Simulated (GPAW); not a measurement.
# Optical response of Ru

Aim: the dielectric function of Ru, and the optical constants that follow from it.

Main program and level: GPAW 26.7.0; DFT, PBE, plane-wave PAW (GPAW data sets), scalar-relativistic, RPA, optical limit.

**1. The starting structure**

The structure is hexagonal, space group P6_3/mmc (No. 194). Conventional cell: a = 2.706 Å, b = 2.706 Å, c = 4.282 Å, α = 90.00°, β = 90.00°, γ = 120.00°. Ru has 12 Ru at 2.65 to 2.71 Å nearest.

As a file:

```cif
data_structure
_symmetry_space_group_name_H-M 'P 1'
_symmetry_Int_Tables_number 1
_cell_length_a 2.7058
_cell_length_b 2.7058
_cell_length_c 4.2819
_cell_angle_alpha 90.000
_cell_angle_beta 90.000
_cell_angle_gamma 120.000
_cell_volume 27.15
loop_
_atom_site_label
_atom_site_type_symbol
_atom_site_fract_x
_atom_site_fract_y
_atom_site_fract_z
_atom_site_occupancy
Ru1 Ru 0.66667 0.33333 0.75000 1
Ru2 Ru 0.33333 0.66667 0.25000 1
```

**2. Dielectric function, RPA**

Transitions between filled and empty bands, summed over the zone, give the optical response, so mesh, band count and broadening shape it.

The induced potential is part of this response.

Input file df.py:

```python
from gpaw.response.df import DielectricFunction

df = DielectricFunction('full.gpw', frequencies={'type': 'nonlinear', 'domega0': 0.03, 'omega2': 8},
                        ecut=50,
                        eta=0.15,
                        nbands=32,
                        rate=0.05,
                        txt='df.txt')
for direction in ['x', 'z']:
    df.get_dielectric_function(xc='RPA', direction=direction, filename=f'df_{direction}.csv')
```

Started as:

```bash
OMP_NUM_THREADS=1 python df.py
```

Numbers of over 12 decimals in the logs are rounded to 6 here.

The log of the run:

```text
Using integrator: PointIntegrator
NonLinearFrequencyDescriptor(from 0.000 to 106.549 eV, 546 points)
Nonperiodic BCs:  [False False False]
Using integrator: PointIntegrator
NonLinearFrequencyDescriptor(from 0.000 to 106.549 eV, 546 points)
Nonperiodic BCs:  [False False False]
Using integrator: PointIntegrator

Calculating chi0 body with:
    Ground state adapter containing:
    Number of spins: 1
    Number of kpoints: 5292
    Number of irreducible kpoints: 521
    Number of completely occupied states: 13
    Number of partially occupied states: 20

    Linear response parametrization:
    q_c: [0.0, 0.0, 0.0]
    Number of frequency points: 546
    Planewave cutoff: 50.0
    Number of bands: 32
    Number of planewaves: 23
    Broadening (eta): 0.15

Integrating chi0 body.

Symmetries of q_c:
    Direct symmetries (Uq -> q): 12
    Indirect symmetries (TUq -> q): 0
In total 12 allowed symmetries.

521 groups of equivalent kpoints. 90.154951% reduction.

Integral kind: spectral function

Calculating chi0 optical extensions with:
    Ground state adapter containing:
    Number of spins: 1
    Number of kpoints: 5292
    Number of irreducible kpoints: 521
    Number of completely occupied states: 13
    Number of partially occupied states: 20

    Linear response parametrization:
    Number of frequency points: 546
    Planewave cutoff: 50.0
    Number of bands: 32
    Number of planewaves: 23
    Broadening (eta): 0.15
Integrating chi0 head and wings.

Symmetries of q_c:
    Direct symmetries (Uq -> q): 12
    Indirect symmetries (TUq -> q): 0
In total 12 allowed symmetries.

521 groups of equivalent kpoints. 90.154951% reduction.

Integral kind: spectral function wings

Calculating drude chi0 with:
    Number of frequency points:546
    Plasma frequency decay rate: 0.05 eV

    Ground state adapter containing:
    Number of spins: 1
    Number of kpoints: 5292
    Number of irreducible kpoints: 521
    Number of completely occupied states: 13
    Number of partially occupied states: 20

Symmetries of q_c:
    Direct symmetries (Uq -> q): 12
    Indirect symmetries (TUq -> q): 0
In total 12 allowed symmetries.

521 groups of equivalent kpoints. 90.154951% reduction.

Integral kind: intraband
Plasma frequency:
[[7.11+0.j 0.  -0.j 0.  +0.j]
 [0.  -0.j 7.11+0.j 0.  -0.j]
 [0.  +0.j 0.  -0.j 8.66+0.j]]
```

It took 52 s on 1 thread of Intel Xeon Platinum 8375C at 2.90GHz (Ice Lake), shared host; peak memory 0.23 GiB.

Read-outs, printed or worked out from the files:

- main peak of the optical conductivity above 1 eV, first axis: 2.144 eV

Im ε against photon energy; read off at these points:

| photon energy (eV) | E ∥ x | E ∥ z |
| --- | --- | --- |
| 0.50 | 58.3 | 92.0 |
| 1.00 | 21.3 | 53.3 |
| 1.50 | 32.2 | 40.3 |
| 2.00 | 50.1 | 39.3 |
| 2.10 | 51.2 | 39.4 |
| 2.50 | 41.0 | 27.3 |
| 3.00 | 32.8 | 21.7 |
| 3.50 | 17.8 | 19.5 |
| 4.00 | 11.8 | 17.2 |
| 4.50 | 9.41 | 9.98 |
| 5.00 | 6.98 | 6.83 |
| 5.50 | 5.39 | 4.96 |
| 6.00 | 4.22 | 4.28 |
| 6.50 | 3.43 | 3.75 |
| 7.00 | 2.70 | 2.81 |
| 7.50 | 1.91 | 1.95 |
| 8.00 | 1.69 | 1.54 |
| 8.50 | 1.30 | 1.21 |
| 9.00 | 1.28 | 1.01 |
| 9.50 | 1.12 | 0.916 |
| 10.00 | 1.14 | 0.941 |
| 10.50 | 1.03 | 1.04 |
| 11.00 | 1.43 | 1.58 |
| 11.50 | 1.41 | 2.05 |
| 12.00 | 1.58 | 1.89 |
| 12.50 | 1.64 | 1.80 |
| 13.00 | 1.59 | 1.94 |
| 13.50 | 1.48 | 2.02 |

Re ε against photon energy:

| photon energy (eV) | E ∥ x | E ∥ z |
| --- | --- | --- |
| 0.5 | -158 | -224 |
| 1.0 | -10.2 | -45.0 |
| 1.5 | 15.4 | -17.7 |
| 2.0 | 9.85 | -10.8 |
| 2.5 | -10.6 | -17.2 |
| 3.0 | -13.4 | -10.2 |
| 3.5 | -18.5 | -10.2 |
| 4.0 | -12.6 | -14.1 |
| 4.5 | -9.21 | -12.2 |
| 5.0 | -9.33 | -9.75 |
| 5.5 | -7.20 | -8.06 |
| 6.0 | -5.95 | -6.35 |
| 6.5 | -5.44 | -5.62 |
| 7.0 | -4.25 | -4.88 |
| 7.5 | -3.61 | -3.89 |
| 8.0 | -2.62 | -3.02 |
| 8.5 | -2.10 | -2.41 |
| 9.0 | -1.49 | -1.64 |
| 9.5 | -0.977 | -0.967 |
| 10.0 | -0.563 | -0.367 |
| 10.5 | -0.102 | 0.161 |
| 11.0 | 0.186 | 0.619 |
| 11.5 | 0.345 | 0.475 |
| 12.0 | 0.389 | 0.513 |
| 12.5 | 0.466 | 0.174 |
| 13.0 | 0.417 | 0.587 |
| 13.5 | 0.411 | 0.157 |

Table of Im ε, E ∥ x by photon energy; read off at these points:

| photon energy (eV) | without local fields | with local fields |
| --- | --- | --- |
| 0.500 | 58.3 | 58.3 |
| 0.750 | 26.9 | 26.9 |
| 1.000 | 21.3 | 21.3 |
| 1.250 | 26.6 | 26.6 |
| 1.500 | 32.2 | 32.2 |
| 1.750 | 41.5 | 41.5 |
| 2.000 | 50.1 | 50.1 |
| 2.095 | 51.2 | 51.3 |
| 2.250 | 47.0 | 47.1 |
| 2.500 | 40.8 | 41.0 |
| 2.750 | 33.0 | 33.0 |
| 3.000 | 33.0 | 32.8 |
| 3.250 | 26.6 | 26.3 |
| 3.500 | 18.1 | 17.8 |
| 3.750 | 13.9 | 13.7 |
| 4.000 | 11.9 | 11.8 |
| 4.250 | 10.1 | 9.99 |
| 4.500 | 9.49 | 9.41 |
| 4.750 | 9.22 | 9.39 |
| 5.000 | 6.83 | 6.98 |
| 5.250 | 6.07 | 6.16 |
| 5.500 | 5.32 | 5.39 |
| 5.750 | 4.84 | 4.92 |
| 6.000 | 4.16 | 4.22 |
| 6.250 | 4.16 | 4.19 |
| 6.500 | 3.42 | 3.43 |
| 6.750 | 2.92 | 2.92 |
| 7.000 | 2.71 | 2.70 |
| 7.250 | 2.46 | 2.44 |
| 7.500 | 1.92 | 1.91 |
| 7.750 | 1.71 | 1.71 |
| 8.000 | 1.69 | 1.69 |
| 8.250 | 1.57 | 1.57 |
| 8.500 | 1.30 | 1.30 |
| 8.750 | 1.29 | 1.28 |
| 9.000 | 1.29 | 1.28 |
| 9.250 | 1.15 | 1.15 |
| 9.500 | 1.13 | 1.12 |
| 9.750 | 1.10 | 1.10 |
| 10.000 | 1.14 | 1.14 |
| 10.250 | 1.07 | 1.08 |
| 10.500 | 1.02 | 1.03 |
| 10.750 | 1.20 | 1.21 |
| 11.000 | 1.41 | 1.43 |
| 11.250 | 1.35 | 1.38 |
| 11.500 | 1.38 | 1.41 |
| 11.750 | 1.50 | 1.54 |
| 12.000 | 1.54 | 1.58 |
| 12.250 | 1.54 | 1.58 |
| 12.500 | 1.59 | 1.64 |
| 12.750 | 1.65 | 1.70 |
| 13.000 | 1.54 | 1.59 |
| 13.250 | 1.57 | 1.62 |
| 13.500 | 1.44 | 1.48 |
| 13.750 | 1.40 | 1.44 |

Table of refractive index n and extinction k by photon energy:

| photon energy (eV) | n, E ∥ x | k, E ∥ x | n, E ∥ z | k, E ∥ z |
| --- | --- | --- | --- | --- |
| 0.5 | 2.28 | 12.8 | 3.01 | 15.3 |
| 1.0 | 2.60 | 4.12 | 3.52 | 7.58 |
| 1.5 | 5.05 | 3.18 | 3.63 | 5.56 |
| 2.0 | 5.52 | 4.54 | 3.87 | 5.08 |
| 2.5 | 3.98 | 5.14 | 2.74 | 4.97 |
| 3.0 | 3.32 | 4.94 | 2.63 | 4.14 |
| 3.5 | 1.89 | 4.70 | 2.43 | 4.01 |
| 4.0 | 1.52 | 3.87 | 2.02 | 4.26 |
| 4.5 | 1.41 | 3.35 | 1.33 | 3.74 |
| 5.0 | 1.08 | 3.24 | 1.04 | 3.29 |
| 5.5 | 0.948 | 2.84 | 0.838 | 2.96 |
| 6.0 | 0.820 | 2.57 | 0.809 | 2.65 |
| 6.5 | 0.704 | 2.44 | 0.753 | 2.49 |
| 7.0 | 0.627 | 2.15 | 0.612 | 2.29 |
| 7.5 | 0.487 | 1.96 | 0.480 | 2.03 |
| 8.0 | 0.498 | 1.69 | 0.432 | 1.79 |
| 8.5 | 0.430 | 1.51 | 0.378 | 1.60 |
| 9.0 | 0.489 | 1.31 | 0.377 | 1.34 |
| 9.5 | 0.506 | 1.11 | 0.427 | 1.07 |
| 10.0 | 0.593 | 0.957 | 0.567 | 0.830 |
| 10.5 | 0.682 | 0.752 | 0.780 | 0.669 |
| 11.0 | 0.903 | 0.793 | 1.08 | 0.734 |
| 11.5 | 0.949 | 0.745 | 1.14 | 0.904 |
| 12.0 | 1.01 | 0.788 | 1.11 | 0.851 |
| 12.5 | 1.04 | 0.786 | 0.995 | 0.904 |
| 13.0 | 1.01 | 0.783 | 1.14 | 0.848 |
| 13.5 | 0.987 | 0.750 | 1.05 | 0.967 |

Values under 1 per cm are given as 1. The absorption coefficient by photon energy:

| photon energy (eV) | E ∥ x (1/cm) | E ∥ z (1/cm) |
| --- | --- | --- |
| 0.492 | 6.5e5 | 7.8e5 |
| 1.010 | 4.1e5 | 7.7e5 |
| 1.486 | 4.8e5 | 8.4e5 |
| 1.985 | 9.0e5 | 1.0e6 |
| 2.508 | 1.3e6 | 1.3e6 |
| 3.018 | 1.5e6 | 1.3e6 |
| 3.510 | 1.7e6 | 1.4e6 |
| 3.980 | 1.6e6 | 1.7e6 |
| 4.516 | 1.5e6 | 1.7e6 |
| 4.981 | 1.6e6 | 1.7e6 |
| 5.515 | 1.6e6 | 1.6e6 |
| 6.021 | 1.6e6 | 1.6e6 |
| 6.494 | 1.6e6 | 1.6e6 |
| 6.985 | 1.5e6 | 1.6e6 |
| 7.496 | 1.5e6 | 1.5e6 |
| 8.026 | 1.4e6 | 1.4e6 |
| 8.516 | 1.3e6 | 1.4e6 |
| 9.023 | 1.2e6 | 1.2e6 |
| 9.483 | 1.1e6 | 1.0e6 |
| 10.026 | 9.7e5 | 8.4e5 |
| 10.519 | 7.9e5 | 7.1e5 |
| 11.029 | 9.0e5 | 8.4e5 |
| 11.479 | 8.6e5 | 1.0e6 |
| 12.023 | 9.6e5 | 1.0e6 |
| 12.504 | 1.0e6 | 1.1e6 |
| 13.000 | 1.0e6 | 1.1e6 |
| 13.512 | 1.0e6 | 1.3e6 |

Optical constants at common wavelengths, from n + ik = √ε:

| wavelength (nm) | n x | k x | R (%) x | 1/α x | n z | k z | R (%) z | 1/α z |
| --- | --- | --- | --- | --- | --- | --- | --- | --- |
| 1064 | 3.80 | 3.172 | 54.1 | 27 nm | 3.57 | 6.556 | 77.6 | 13 nm |
| 800 | 5.20 | 3.207 | 57.3 | 20 nm | 3.61 | 5.411 | 71.4 | 12 nm |
| 532 | 4.45 | 5.049 | 67.8 | 8.4 nm | 3.11 | 5.227 | 71.9 | 8.1 nm |
| 450 | 3.44 | 4.790 | 67.7 | 7.5 nm | 2.48 | 4.330 | 67.9 | 8.3 nm |
| 365 | 2.17 | 4.905 | 74.6 | 5.9 nm | 2.49 | 4.016 | 64.8 | 7.2 nm |
| 308 | 1.51 | 3.842 | 71.3 | 6.4 nm | 1.96 | 4.260 | 70.9 | 5.8 nm |
| 248 | 1.08 | 3.239 | 70.9 | 6.1 nm | 1.04 | 3.291 | 72.3 | 6.0 nm |

A polished face would reflect 69 % of daylight and look light grey (CIE x = 0.311, y = 0.332 under D65).

**3. Results**

```json
{
  "main peak of the optical conductivity above 1 eV, first axis": "2.14 eV"
}
```

**Reading.** At this level (PBE, RPA) Ru is a metal; it reflects 68 % at 550 nm for E ∥ x. A polished face would reflect 69 % of daylight and look light grey (CIE x = 0.311, y = 0.332 under D65). The carriers' damping of 0.05 eV is typed, not computed; it shapes the response at the lowest energies. The sum runs over mesh points, so small or evenly spaced maxima can still be ripples of the mesh. In this version of GPAW the matrix elements of the optical limit are incomplete, which can lower ε − 1 by up to a tenth where first-row anions or d states rule, and shift it by more in d metals. GPAW's carrier term has the form −ωp²/(ω + i·rate)², which damps like twice the rate and fails at low energy, so the curves leave the lowest energies out.

[Machine, clock and banner lines and Python warnings are left out of the logs.]

[Logs are printed without paths, hosts, clocks, repeated set-up lines and the standing remarks that a program may print on its own settings, such as how far it seeks lower states.]

[Hosts, paths, dates, database ids (printed as entryN), source tags and the programs' standing remarks are cut or masked in the printed files.]
